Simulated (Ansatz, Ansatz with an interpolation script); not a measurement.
Rows from a G0W0 calculation on CdBr2 (P6_3mc) (Ansatz 0.2.0; G0W0 on LDA, plane waves, PAW; PAW set soft_1; 6×6×2 mesh, 720 empty bands, screening to 150 eV, PAW set soft_1 files), in eV. Spin-orbit coupling is left out.

The database entry behind the starting cell has ideal inner coordinates that were not refined, so it need not match the best structure at ambient conditions.

| row | k | band | start | Σx | Σc at the solution | Vxc |
| --- | --- | --- | --- | --- | --- | --- |
| A | Γ | v1 | 3.965 | -21.419 | 2.276 | -18.225 |
| B | Γ | c1 | 6.494 | -9.492 | -3.531 | -13.785 |
| C | Γ | v8 | 3.403 | -19.696 | 2.314 | -16.439 |
| D | Γ | v6 | 3.532 | -19.769 | 2.243 | -16.593 |
| E | Γ | v5 | 3.812 | -19.992 | 2.242 | -16.797 |
| F | Γ | v3 | 3.828 | -21.298 | 2.332 | -18.039 |

Work out each quasiparticle level and how far it moved.

The quasiparticle equation reads E = start + Σx + Σc(E) − Vxc.

| row | E (eV) | shift (eV) |
| --- | --- | --- |
| A | 3.047 | −0.918 |
| B | 7.255 | +0.761 |
| C | 2.460 | −0.943 |
| D | 2.599 | −0.933 |
| E | 2.859 | −0.953 |
| F | 2.900 | −0.927 |

Limits: not at the basis limit; no spin-orbit coupling.

[Runs of the session that timed out or met a known fault of the program may be left out.]

[Hosts, paths, dates, database ids (printed as entryN), source tags and the programs' standing remarks are cut or masked in the printed files.]
